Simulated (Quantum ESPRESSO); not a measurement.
**FeCo: magnetism against volume**

Aim: follow moments and order energies of FeCo with volume.

Method: PBE; plane waves with GBRV 1.5 PBE potentials, no spin-orbit coupling, in Quantum ESPRESSO 7.5.

### 1. Starting point

The structure is cubic, space group Pm-3m (No. 221). Conventional cell: a = 2.857 Å, b = 2.857 Å, c = 2.857 Å, α = 90.00°, β = 90.00°, γ = 90.00°. Nearest to Fe lie 8 Co at 2.47 Å. Nearest to Co lie 8 Fe at 2.47 Å. Farther neighbours are not listed.

Coordinates:

```cif
data_structure
_symmetry_space_group_name_H-M 'Pm-3m'
_symmetry_Int_Tables_number 221
_cell_length_a 2.8570
_cell_length_b 2.8570
_cell_length_c 2.8570
_cell_angle_alpha 90.000
_cell_angle_beta 90.000
_cell_angle_gamma 90.000
_cell_volume 23.32
loop_
_atom_site_label
_atom_site_type_symbol
_atom_site_symmetry_multiplicity
_atom_site_Wyckoff_symbol
_atom_site_fract_x
_atom_site_fract_y
_atom_site_fract_z
_atom_site_occupancy
Fe1 Fe 1 a 0.00000 0.00000 0.00000 1
Co1 Co 1 b 0.50000 0.50000 0.50000 1
```

The lattice constants were typed from memory of published values and not checked against a source.

### 2. Volume 0.88, ferro ++

All lengths scale alike; the factor is that of the volume. Atoms keep their fractional places. Seeded atoms are those given a starting moment.

pw.in

```
&CONTROL
  calculation = 'scf'
  prefix = 'pwscf'
  outdir = './tmp'
  pseudo_dir = './pseudo'
  disk_io = 'nowf'
  tprnfor = .true.
  tstress = .true.
/
&SYSTEM
  ibrav = 0
  celldm(1) = 8
  nat = 2
  ntyp = 2
  ecutwfc = 40
  ecutrho = 280
  nbnd = 26
  occupations = 'smearing'
  smearing = 'fd'
  degauss = 0.00367493
  nspin = 2
  starting_magnetization(1) = 0.175
  starting_magnetization(2) = 0.1176
/
&ELECTRONS
  conv_thr = 4d-09
  electron_maxstep = 150
  mixing_beta = 0.3
/
ATOMIC_SPECIES
Fe     55.8450 fe_pbe_v1.5.uspp.F.UPF
Co     58.9332 co_pbe_v1.2.uspp.F.UPF
CELL_PARAMETERS alat
   0.6467156110280    0.0000000000000    0.0000000000000
   0.0000000000000    0.6467156110280    0.0000000000000
   0.0000000000000    0.0000000000000    0.6467156110280
ATOMIC_POSITIONS crystal
Fe      0.0000000000    0.0000000000    0.0000000000
Co      0.5000000000    0.5000000000    0.5000000000
K_POINTS automatic
14 14 14 0 0 0
```

The run is started by

```console
$ OMP_NUM_THREADS=1 mpirun -n 4 pw.x -nk 4 -in pw.in > pw.out
```

The program printed:

```text
Program PWSCF v.7.5 starts

     Message from routine setup:
     using ibrav=0 with symmetry is DISCOURAGED, use correct ibrav instead

     K-points division:     npool     =       4
     Subspace diagonalization in iterative solution of the eigenvalue problem:

     bravais-lattice index     =            0
     lattice parameter (alat)  =       8.0000  a.u.
     unit-cell volume          =     138.4873 (a.u.)^3
     number of atoms/cell      =            2
     number of atomic types    =            2
     number of electrons       =        33.00
     number of Kohn-Sham states=           26
     kinetic-energy cutoff     =      40.0000  Ry
     charge density cutoff     =     280.0000  Ry
     scf convergence threshold =      4.0E-09
     mixing beta               =       0.3000
     number of iterations used =            8  plain     mixing
     Exchange-correlation= SLA  PW   PBE  PBE
                           (   1   4   3   4   0   0   0)

     celldm(1)=   8.000000  celldm(2)=   0.000000  celldm(3)=   0.000000
     celldm(4)=   0.000000  celldm(5)=   0.000000  celldm(6)=   0.000000

     crystal axes: (cart. coord. in units of alat)
               a(1) = (   0.646716   0.000000   0.000000 )
               a(2) = (   0.000000   0.646716   0.000000 )
               a(3) = (   0.000000   0.000000   0.646716 )

     reciprocal axes: (cart. coord. in units 2 pi/alat)
               b(1) = (  1.546275  0.000000  0.000000 )
               b(2) = (  0.000000  1.546275  0.000000 )
               b(3) = (  0.000000  0.000000  1.546275 )

     PseudoPot. # 1 for Fe read from file:
     fe_pbe_v1.5.uspp.F.UPF
     Pseudo is Ultrasoft + core correction, Zval = 16.0

     PseudoPot. # 2 for Co read from file:
     co_pbe_v1.2.uspp.F.UPF
     Pseudo is Ultrasoft + core correction, Zval = 17.0

     atomic species   valence    mass     pseudopotential
     Fe               16.00    55.84500     Fe( 1.00)
     Co               17.00    58.93320     Co( 1.00)

     Starting magnetic structure
     atomic species   magnetization
     Fe              0.175
     Co              0.118

     48 Sym. Ops., with inversion, found

   Cartesian axes

     site n.     atom                  positions (alat units)
         1        Fe     tau(   1) = (   0.0000000   0.0000000   0.0000000  )
         2        Co     tau(   2) = (   0.3233578   0.3233578   0.3233578  )

     number of k points=   120  Fermi-Dirac smearing, width (Ry)=  0.0037

     Number of k-points >= 100: set verbosity='high' to print them.

     Dense  grid:    11019 G-vectors     FFT dimensions: (  27,  27,  27)

     Smooth grid:     4729 G-vectors     FFT dimensions: (  24,  24,  24)

     Check: negative core charge=   -0.000062
     Generating pointlists ...
     new r_m :   0.2310 (alat units)  1.8482 (a.u.) for type    1
     new r_m :   0.2310 (alat units)  1.8482 (a.u.) for type    2

     Initial potential from superposition of free atoms

     starting charge      31.0000, renormalised to      33.0000
     Starting wfcs are   26 randomized atomic wfcs

     Self-consistent Calculation

     iteration #  1     ecut=    40.00 Ry     beta= 0.30
     Davidson diagonalization with overlap
     ethr =  1.00E-02,  avg # of iterations =  3.5

     total energy              =    -541.67108250 Ry
     estimated scf accuracy    <      21.92360458 Ry

     total magnetization       =     1.39 Bohr mag/cell
     absolute magnetization    =     1.41 Bohr mag/cell

     iteration #  2     ecut=    40.00 Ry     beta= 0.30
     Davidson diagonalization with overlap
     ethr =  1.00E-02,  avg # of iterations =  2.8

     total energy              =    -547.36987576 Ry
     estimated scf accuracy    <      32.73259783 Ry

     total magnetization       =     0.73 Bohr mag/cell
     absolute magnetization    =     0.75 Bohr mag/cell

     [... further iterations left out ...]

     iteration # 20     ecut=    40.00 Ry     beta= 0.30
     Davidson diagonalization with overlap
     ethr =  2.94E-10,  avg # of iterations =  1.8

     total energy              =    -548.83157047 Ry
     estimated scf accuracy    <       0.00000029 Ry

     total magnetization       =     4.41 Bohr mag/cell
     absolute magnetization    =     4.63 Bohr mag/cell

     iteration # 21     ecut=    40.00 Ry     beta= 0.30
     Davidson diagonalization with overlap
     ethr =  2.94E-10,  avg # of iterations =  1.0

     Magnetic moment per site  (integrated on atomic sphere of radius R)
     atom   1 (R=0.231)  charge= 14.2556  magn=  2.6690
     atom   2 (R=0.231)  charge= 15.4295  magn=  1.8198

     End of self-consistent calculation

     Number of k-points >= 100: set verbosity='high' to print the bands.

     the Fermi energy is    20.7188 ev

!    total energy              =    -548.83157050 Ry
     estimated scf accuracy    <          9.0E-10 Ry
     smearing contrib. (-TS)   =      -0.00093895 Ry
     internal energy E=F+TS    =    -548.83063154 Ry

     The total energy is F=E-TS. E is the sum of the following terms:
     one-electron contribution =    -252.68960569 Ry
     hartree contribution      =     149.15839258 Ry
     xc contribution           =     -62.09769494 Ry
     ewald contribution        =    -383.20172349 Ry

     total magnetization       =     4.41 Bohr mag/cell
     absolute magnetization    =     4.63 Bohr mag/cell

     convergence has been achieved in  21 iterations

     Forces acting on atoms (cartesian axes, Ry/au):

     atom    1 type  1   force =     0.00000000    0.00000000    0.00000000
     atom    2 type  2   force =     0.00000000    0.00000000    0.00000000

     Total force =     0.000000     Total SCF correction =     0.000000

     Computing stress (Cartesian axis) and pressure

          total   stress  (Ry/bohr**3)                   (kbar)     P=      291.31
   0.00198030   0.00000000   0.00000000          291.31        0.00        0.00
   0.00000000   0.00198030   0.00000000            0.00      291.31        0.00
   0.00000000   0.00000000   0.00198030            0.00        0.00      291.31

=------------------------------------------------------------------------------=
   JOB DONE.
=------------------------------------------------------------------------------=
```

It took 26 s on 4 MPI ranks of Arm Neoverse V2, shared host; peak memory 0.29 GiB; 1.7 min of CPU time.

Spin moment in the atom's sphere by atom:

| atom | spin moment in the atom's sphere (μB) |
| --- | --- |
| Fe1 | 2.67 |
| Co2 | 1.82 |

Read from the output:

- smearing term TS: 0.01278 eV
- pressure: 29.13 GPa
- magnetization: 4.41 μB
- absolute magnetization: 4.632 μB
- final state: ferromagnetic

### 3. Volume 0.88, no spin polarisation

Changes to pw.in since step 2:

```diff
@@ -16,3 +16,3 @@
   ecutrho = 280
-  nbnd = 26
+  nbnd = 24
   occupations = 'smearing'
@@ -20,5 +20,2 @@
   degauss = 0.00367493
-  nspin = 2
-  starting_magnetization(1) = 0.175
-  starting_magnetization(2) = 0.1176
 /
```

The program printed:

```text
     [... lines left out ...]
Program PWSCF v.7.5 starts
     [... lines left out ...]
     number of atoms/cell      =            2
     [... lines left out ...]
     number of electrons       =        33.00
     number of Kohn-Sham states=           24
     kinetic-energy cutoff     =      40.0000  Ry
     charge density cutoff     =     280.0000  Ry
     scf convergence threshold =      4.0E-09
     [... lines left out ...]
     48 Sym. Ops., with inversion, found
     [... lines left out ...]
     number of k points=   120  Fermi-Dirac smearing, width (Ry)=  0.0037
     [... lines left out ...]
     iteration # 21     ecut=    40.00 Ry     beta= 0.30
     [... lines left out ...]
     the Fermi energy is    20.1344 ev
!    total energy              =    -548.76116175 Ry
     estimated scf accuracy    <          8.8E-12 Ry
     smearing contrib. (-TS)   =      -0.00434521 Ry
     [... lines left out ...]
     convergence has been achieved in  21 iterations
     [... lines left out ...]
     Total force =     0.000000     Total SCF correction =     0.000000
     [... lines left out ...]
          total   stress  (Ry/bohr**3)                   (kbar)     P=       65.98
     [... lines left out ...]
```

Elapsed: 12 s, on 4 MPI ranks; peak memory 0.25 GiB.

This step gave:

- smearing term TS: 0.05912 eV
- pressure: 6.598 GPa
- final state: non-magnetic (no spin polarisation)

### 4. Volume 1.12, ferro ++

Changes to pw.in since step 3:

```diff
@@ -16,3 +16,3 @@
   ecutrho = 280
-  nbnd = 24
+  nbnd = 26
   occupations = 'smearing'
@@ -20,2 +20,5 @@
   degauss = 0.00367493
+  nspin = 2
+  starting_magnetization(1) = 0.175
+  starting_magnetization(2) = 0.1176
 /
@@ -30,5 +33,5 @@
 CELL_PARAMETERS alat
-   0.6467156110280    0.0000000000000    0.0000000000000
-   0.0000000000000    0.6467156110280    0.0000000000000
-   0.0000000000000    0.0000000000000    0.6467156110280
+   0.7008500811895    0.0000000000000    0.0000000000000
+   0.0000000000000    0.7008500811895    0.0000000000000
+   0.0000000000000    0.0000000000000    0.7008500811895
 ATOMIC_POSITIONS crystal
```

The program printed:

```text
     [... lines left out ...]
Program PWSCF v.7.5 starts
     [... lines left out ...]
     number of atoms/cell      =            2
     [... lines left out ...]
     number of electrons       =        33.00
     number of Kohn-Sham states=           26
     kinetic-energy cutoff     =      40.0000  Ry
     charge density cutoff     =     280.0000  Ry
     scf convergence threshold =      4.0E-09
     [... lines left out ...]
     48 Sym. Ops., with inversion, found
     [... lines left out ...]
     number of k points=   120  Fermi-Dirac smearing, width (Ry)=  0.0037
     [... lines left out ...]
     iteration # 21     ecut=    40.00 Ry     beta= 0.30
     [... lines left out ...]
     Magnetic moment per site  (integrated on atomic sphere of radius R)
     atom   1 (R=0.250)  charge= 14.4280  magn=  2.9957
     atom   2 (R=0.250)  charge= 15.6289  magn=  1.9189
     [... lines left out ...]
     the Fermi energy is    15.5566 ev
!    total energy              =    -548.83255191 Ry
     estimated scf accuracy    <          2.2E-09 Ry
     smearing contrib. (-TS)   =      -0.00057756 Ry
     [... lines left out ...]
     total magnetization       =     4.76 Bohr mag/cell
     absolute magnetization    =     5.12 Bohr mag/cell
     convergence has been achieved in  21 iterations
     [... lines left out ...]
     Total force =     0.000000     Total SCF correction =     0.000000
     [... lines left out ...]
          total   stress  (Ry/bohr**3)                   (kbar)     P=     -179.01
     [... lines left out ...]
```

Elapsed: 28 s, on 4 MPI ranks; peak memory 0.32 GiB.

This step gave:

```
smearing term TS       : 0.007858 eV
pressure               : -17.90 GPa
magnetization          : 4.761 μB
absolute magnetization : 5.118 μB
final state            : ferromagnetic
largest moment         : 2.996 μB
```

### 5. The series

The runs not shown differ from these in the moved quantity alone.

States, by row:

```csv
volume,ferro ++,no spin polarisation
0.88,ferromagnetic,non-magnetic
0.91,ferromagnetic,non-magnetic
0.94,ferromagnetic,non-magnetic
0.97,ferromagnetic,non-magnetic
1,ferromagnetic,non-magnetic
1.03,ferromagnetic,non-magnetic
1.06,ferromagnetic,non-magnetic
1.09,ferromagnetic,non-magnetic
1.12,ferromagnetic,non-magnetic
```

Table of largest site moment, ferro ++ by volume:

| volume (factor) | largest site moment, ferro ++ (μB) |
| --- | --- |
| 0.8800 | 2.67 |
| 0.9100 | 2.73 |
| 0.9400 | 2.77 |
| 0.9700 | 2.80 |
| 1.0000 | 2.84 |
| 1.0300 | 2.88 |
| 1.0600 | 2.93 |
| 1.0900 | 2.96 |
| 1.1200 | 3.00 |

Table of energy less that of the parallel start, no spin polarisation by volume:

| volume (factor) | energy less that of the parallel start, no spin polarisation (meV a seeded atom) |
| --- | --- |
| 0.8800 | 479 |
| 0.9100 | 527 |
| 0.9400 | 573 |
| 0.9700 | 617 |
| 1.0000 | 657 |
| 1.0300 | 696 |
| 1.0600 | 733 |
| 1.0900 | 769 |
| 1.1200 | 803 |

The energy over the lowest by volume; values in meV an atom:

```csv
volume (factor),ferro ++,no spin polarisation
0.8800,103,582
0.9100,49.6,577
0.9400,16.7,590
0.9700,1.06,618
1.0000,0,657
1.0300,10.9,707
1.0600,31.4,765
1.0900,60.2,829
1.1200,96.0,899
```

### 6. What came out

```json
{
 "moment, parallel start": "2.67 to 3.00 μB",
 "states met from these starts": "ferromagnetic"
}
```

What this shows: The moment of the parallel start goes from 2.67 μB at 0.88 to 3.00 μB at 1.12. The net moment of the cell goes from 4.41 to 4.76 μB. The radius of the spheres follows the nearest distance, so part of the change of the site moments is the spheres'. Only a parallel start was run beside the spinless one, so opposed or spiral orders, which may lie lower, are not probed.

[Logs and program files are shortened in this print: banners, set-up blocks, solver, clock and traceback lines can be left out without a mark of their own.]

[Logs are printed without paths, hosts, clocks, repeated set-up lines and the standing remarks that a program may print on its own settings, such as how far it seeks lower states.]

[Hosts, paths, dates, database ids (printed as entryN), source tags and the programs' standing remarks are cut or masked in the printed files.]

[Where a cell is said to come from a database of computed structures, the database is the Materials Project.]
